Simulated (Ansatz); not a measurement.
An input for Ansatz 0.2.0 (CsCdCl3 (end member in the same supercell) (Pm-3m)):

```yaml
crystal:
  lattice:
    - [-5.1139145369, 5.1139145369, 5.1139145369]
    - [5.1139145369, -5.1139145369, 5.1139145369]
    - [5.1139145369, 5.1139145369, -5.1139145369]
  atoms:
    - { symbol: Cs, position: [0.0, 0.0, 0.0] }
    - { symbol: Cs, position: [0.5, 0.5, 0.0] }
    - { symbol: Cs, position: [0.5, 0.0, 0.5] }
    - { symbol: Cs, position: [0.0, 0.5, 0.5] }
    - { symbol: Cd, position: [0.5, 0.5, 0.5] }
    - { symbol: Cd, position: [0.0, 0.0, 0.5] }
    - { symbol: Cd, position: [0.0, 0.5, 0.0] }
    - { symbol: Cd, position: [0.5, 0.0, 0.0] }
    - { symbol: Cl, position: [0.25, 0.25, 0.5] }
    - { symbol: Cl, position: [0.75, 0.75, 0.5] }
    - { symbol: Cl, position: [0.75, 0.25, 0.0] }
    - { symbol: Cl, position: [0.25, 0.75, 0.0] }
    - { symbol: Cl, position: [0.5, 0.25, 0.25] }
    - { symbol: Cl, position: [0.0, 0.75, 0.25] }
    - { symbol: Cl, position: [0.0, 0.25, 0.75] }
    - { symbol: Cl, position: [0.5, 0.75, 0.75] }
    - { symbol: Cl, position: [0.25, 0.5, 0.25] }
    - { symbol: Cl, position: [0.75, 0.0, 0.25] }
    - { symbol: Cl, position: [0.75, 0.5, 0.75] }
    - { symbol: Cl, position: [0.25, 0.0, 0.75] }
kpoints:
  mp_grid: { grid: [2, 2, 2] }
hamiltonian:
  xc: lda
  pseudopotentials: { kind: paw, azcp: { folder: soft_1 }, xc_functional: pbe }
scf:
  occupations: { method: fixed }
gw:
  n_empty_bands: 869
  ecut_chi: 80.0
  qp_bands: [v4, c4]
  qp_kpoints: band_edges
  screening: { model: contour_deformation }
```

```sh
ansatz run input.yaml --threads 4 --pin off --max-ram 17510MiB --backend cpu --events-out ev --progress --plain --runs-dir out
```

Question: How long will it take on 4 threads of Arm Neoverse V1, shared host, and how much memory?

It took 6.2 min; on shared hardware allow 3.1 min to 12 min. Peak host memory was 7.0 GiB. The sizes that set the cost: 10473 plane waves a state, 3 irreducible k points, 969 bands summed, 887 plane waves in the screening and 8 SCF cycles.

The screening grows as filled bands × empty bands × pairs of k points, times the square of the screening basis for the matrix.

[Paths, hosts, dates, memory and timing lines, banners, echoed tables and standing remarks are left out of the program output.]

[Logs are printed without paths, hosts, clocks, repeated set-up lines and the standing remarks that a program may print on its own settings, such as how far it seeks lower states.]

[Runs of the session that timed out or met a known fault of the program may be left out.]

[Cells called generated may have been cut or substituted from an entry of the Crystallography Open Database or the Materials Project.]

[Hosts, paths, dates, database ids (printed as entryN), source tags and the programs' standing remarks are cut or masked in the printed files.]
